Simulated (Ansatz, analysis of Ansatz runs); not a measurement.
# Hyperfine coupling of the NV- centre in 3C-SiC (HSE06 on PBE structures), part 2 of 2

Subject: NV- centre in 3C-SiC. Wanted: its hyperfine coupling, in one set-up (HSE06 on PBE structures, 32-site cell, PBE lattice, 420 eV, k: 2x2x2 shifted 0.5 0.5 0.5 then the zone centre alone). The model is a cell of 32 host atoms with 1 site emptied and N put on another atom's site. The isotropic coupling follows from the spin density at the nucleus, the nuclear g-factor and the total spin. Exact exchange opens the gap, stiffens bonds and lessens the self-interaction error, at many times the cost.

Ansatz 0.2.0; HSE06 on PBE structures, 32-site cell, PBE lattice, 420 eV, k: 2x2x2 shifted 0.5 0.5 0.5 then the zone centre alone.

So far: The starting structure; Relaxation, charge −1.

## Step 3: Contact spin densities

The relaxed structure is kept, and the final numbers are taken at the final level and k-points.

This step: plane-wave PAW DFT, HSE06; single point of a defect supercell on the structure relaxed with PBE.

The input, point/input.yaml:

```yaml
crystal:
  lattice:
    - [-4.3797284, 4.3797284, -4.3797284]
    - [4.3797284, 4.3797284, 4.3797284]
    - [4.3797284, -4.3797284, -4.3797284]
  atoms:
    - { symbol: Si, position: [0.002494095, 0.002964777, 0.00230107] }
    - { symbol: Si, position: [0.002482543, 0.252328111, 0.752907735] }
    - { symbol: Si, position: [-0.002221456, 0.500248349, 0.494076935] }
    - { symbol: Si, position: [-0.002220247, 0.744116976, 0.250211691] }
    - { symbol: Si, position: [0.250961555, 0.000654819, 0.750610185] }
    - { symbol: Si, position: [0.25040464, 0.250873827, 0.498121761] }
    - { symbol: Si, position: [0.250400664, 0.748174811, 0.000829192] }
    - { symbol: Si, position: [0.499780191, -0.002452021, 0.49958799] }
    - { symbol: Si, position: [0.499570516, 0.251393895, 0.250209924] }
    - { symbol: Si, position: [0.499580472, 0.500249216, 0.001352994] }
    - { symbol: Si, position: [0.499786202, 0.749631805, 0.74750798] }
    - { symbol: Si, position: [0.750553275, -0.000152951, 0.250208282] }
    - { symbol: Si, position: [0.753917288, 0.256382301, 0.00634577] }
    - { symbol: Si, position: [0.750559122, 0.500252669, 0.749806134] }
    - { symbol: Si, position: [0.748435304, 0.74910667, 0.499066927] }
    - { symbol: C, position: [0.00215602, 0.000403533, 0.750362532] }
    - { symbol: C, position: [-0.000855415, 0.250952026, 0.496417741] }
    - { symbol: "N", position: [-0.030744604, 0.500253431, 0.250215423] }
    - { symbol: C, position: [-0.000855581, 0.746463885, 0.000916715] }
    - { symbol: C, position: [0.248441995, -0.00423874, 0.499506362] }
    - { symbol: C, position: [0.251912304, 0.229319706, 0.250212328] }
    - { symbol: C, position: [0.251910405, 0.500252689, -0.020751863] }
    - { symbol: C, position: [0.248442964, 0.749548774, 0.745716827] }
    - { symbol: C, position: [0.502000231, 9.8379e-05, 0.25020797] }
    - { symbol: C, position: [0.500086431, 0.249339737, -0.0006996] }
    - { symbol: C, position: [0.502003342, 0.500251192, 0.750058409] }
    - { symbol: C, position: [0.52285636, 0.771196429, 0.521155669] }
    - { symbol: C, position: [0.752931258, 0.004736371, 0.003998426] }
    - { symbol: C, position: [0.75293294, 0.254040796, 0.754702572] }
    - { symbol: C, position: [0.750994649, 0.500248922, 0.501117093] }
    - { symbol: C, position: [0.750992305, 0.751162375, 0.250209946] }
total_charge: -1
basis:
  ecutwfc: 420
  xc_grid: 2
hamiltonian:
  xc: hse06
kpoints:
  mp_grid: { grid: [1, 1, 1] }
magnetization:
  spin_polarized: true
  initial_magnetization: 2
  spin_locking: { lock_magnetization: hard }
scf:
  occupations: { method: fermi_dirac, width: 0.01 }
  max_iter: 120
output:
  forces: true
  efg: {}
  eigenvalues: true
checkpoint:
  read: "../relax.run"
```

Run with:

```bash
> ansatz run input.yaml --threads 2 --pin off --max-ram 3768MiB --backend cpu --events-out ev --progress --plain --runs-dir out
```

Numbers of over 12 decimals in the logs are rounded to 6 here.

The program printed:

```text
[...]
Warning: at least one further symmetry operation maps every atom of the structure, as the run holds it, onto an atom to within 2.09e-5 (fractional), and is not used: no operation is sought that the atoms, as the run holds them, miss by more than 2.00e-5, [...]
Warning: checkpoint.read: hamiltonian.xc differs: saved pbe, current hse06; the SCF iterates under this deck's functional from the saved state
exact exchange: scf.exx.singularity resolves to wigner_seitz, which cuts the screened interaction at the faces of the exchange supercell's Wigner-Seitz cell, so that each pair interacts once, at the shortest of its separations (the periodic images that this [...]
[...]
Crystal: 31 atoms, lattice volume = 336.048 Å³
Basis set: ecut = 420 eV, 6603 PW (Γ), exchange–correlation on 108×108×108 points (8 copies of the dense FFT grid, shifted against one another)
[...]
atom  13  Si V_zz =    +1.999402   η = 0.4117   by run symmetry: allowed
[...]
atom  17  C  V_zz =    +0.335923   η = 0.2999   by run symmetry: allowed
[...]
atom  18  N  V_zz =    -6.641809   η = 0.0001   by run symmetry: allowed
[...]
atom  21  C  V_zz =    +1.957117   η = 0.1343   by run symmetry: allowed
[...]
atom  22  C  V_zz =    +1.958903   η = 0.1342   by run symmetry: allowed
[...]
atom  27  C  V_zz =    +1.958158   η = 0.1342   by run symmetry: allowed
[...]
atom  28  C  V_zz =    +0.335932   η = 0.2999   by run symmetry: allowed
[...]
atom  29  C  V_zz =    +0.335996   η = 0.3001   by run symmetry: allowed
[...]
--- Band table (eV) ---
[...]
[key lines of the parts left out:]
Magnetization: 2.0000 μB (64.0000 up, 62.0000 down)
Free energy (F): -13683.979705 eV
Fermi energy:    9.678131 (↑ 9.524142, ↓ 9.684686) eV
```

Wall time 51 s (2 threads of Intel Xeon Platinum 8488C (Sapphire Rapids), shared host); peak memory 0.84 GiB; 95 s of CPU time.

The column dr2 measures how far the density is from self-consistency, as an energy; F and HF (Harris–Foulkes) agree once it is small.

Read from the output:

```yaml
free_energy: -13683.9797 eV
total_moment: 2 μB
integral_of_the_absolute_spin_density: 2.272 μB
spin_contamination: 0.02165
```

The largest moments in the atoms' spheres: C22 0.32, C27 0.32, C21 0.32, C23 0.03, C29 0.03, C17 0.03 μB.

Contact couplings A = (2/3) μ0 ge μB gN μN ρs / (2S h), for each element's most abundant magnetic isotope:

| atom | isotope | distance from the centre (Å) | contact spin density (e/Å³) | A (MHz) |
| --- | --- | --- | --- | --- |
| C21 | 13C | 2.06 | 0.651 | 54.2 |
| C27 | 13C | 2.06 | 0.651 | 54.2 |
| C22 | 13C | 2.06 | 0.651 | 54.2 |
| Si2 | 29Si | 3.08 | -0.209 | 13.7 |
| Si7 | 29Si | 3.08 | -0.209 | 13.7 |
| Si8 | 29Si | 3.08 | -0.208 | 13.7 |
| Si11 | 29Si | 3.08 | -0.208 | 13.7 |
| Si1 | 29Si | 3.08 | -0.208 | 13.7 |
| Si6 | 29Si | 3.08 | -0.208 | 13.7 |
| Si10 | 29Si | 3.09 | -0.193 | 12.7 |

## Step 4: Summary of results

| Quantity | Value |
| --- | --- |
| 14N, isotropic part (sign not measured) | -0.5 MHz |
| integral of the absolute spin density | 2.27 μB |
| time of the whole chain | 2.2 min on 2 threads |

**Reading.** 14N, isotropic part (sign not measured): computed -0.5 MHz, measured -1.26 MHz (size measured, sign taken from theory); 0.7 MHz (59 %) smaller in size than the measurement. Only the isotropic (Fermi contact) part is computed, with core polarisation; no vibrational averaging. Limits: the zone centre alone is a coarse sampling for this cell; the structure comes from another functional than the final numbers; the periodic copies of the defect are only 7.6 Å apart.

[Logs are printed without paths, hosts, clocks, repeated set-up lines and the standing remarks that a program may print on its own settings, such as how far it seeks lower states.]

[Hosts, paths, dates, database ids (printed as entryN), source tags and the programs' standing remarks are cut or masked in the printed files.]

[For some hosts the program warned that the k-mesh of the response run may be too coarse for force constants and the static dielectric constant; such warnings are not shown here.]
